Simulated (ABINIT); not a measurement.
Computed results, one entry a study.

A GW chain in ABINIT: BN (Qingsongite). Symmetry: F-43m, No. 216, cubic system. The conventional cell has a = 3.615 Å, b = 3.615 Å, c = 3.615 Å, α = 90.00°, β = 90.00°, γ = 90.00°. Nearest to B lie 4 N at 1.57 Å. Nearest to N lie 4 B at 1.57 Å. Farther neighbours, and contacts between anions beyond the nearest, are not listed. The calculation used RPA screening on LDA, plane waves, norm-conserving pseudopotentials (and 2 further levels or steps) in ABINIT 10.8.3, with cutoff 36 Ha, PseudoDojo scalar-relativistic 0.4.1 standard, norm-conserving, potential set dojo-sr-lda-0.4.1-standard, ngkpt (6, 6, 6), nband 48, ecuteps 9.7 Ha, inclvkb 2, shiftk (0, 0, 0), symchi 1, awtr 1, frequency ppm, 6×6×6 k-mesh. The LDA gap is 4.42 eV, indirect and the G0W0 gap on the mesh is 6.16 eV. The GW settings are 6×6×6 mesh, 48 bands, screening to 264 eV, Godby-Needs plasmon pole and the known limits are short of the basis limit; coarse k mesh. It took 5 runs, 42 s in all on 4 MPI ranks of Arm Neoverse N1, shared host. G0W0 moves the gap on the mesh from 4.42 eV to 6.16 eV (+1.74 eV), with Z of 0.83 and 0.85 at the edges. Local fields lower the RPA ε∞ on this mesh from 4.79 to 4.43; a Γ-centred mesh this coarse tends to raise both, most where the direct gap is narrow, while a short band sum lowers them. The cell and positions come from the Crystallography Open Database and are kept as given unless a step says otherwise. The 6×6×6 mesh is coarse for this cell, which bears on the long-range parts of exchange and screening.

```
B N
1.0
     0.00000    1.80750    1.80750
     1.80750    0.00000    1.80750
     1.80750    1.80750    0.00000
B N
1 1
Cartesian
  0.0000 0.0000 0.0000
  0.9037 0.9038 0.9037
```

[Long decimals in the printed logs are rounded to 6 places.]

[Logs are printed without paths, hosts, clocks, repeated set-up lines and the standing remarks that a program may print on its own settings, such as how far it seeks lower states.]

[Paths, hosts, dates, memory and timing lines, banners, echoed tables and standing remarks are left out of the program output; an Ansatz launch command may be rebuilt from the run's recorded settings. Measured values are a selection of at most five: reports struck by readers or far from the other reports are left out. None is set beside runs whose start may be inverted or whose files or cutoffs have a known fault.]

[Runs of the session that timed out or met a known fault of the program may be left out.]

[Hosts, paths, dates, database ids (printed as entryN), source tags and the programs' standing remarks are cut or masked in the printed files.]

[G0W0 gaps are taken among the corrected bands and points alone; a level outside them can change the order at an edge.]

[Where Ansatz stands beside ABINIT at settings called matched, ABINIT's density can come from a denser mesh and the files from another edition; pairs whose starting gaps differed by over 0.03 eV were left out, so agreement reads better than it is.]
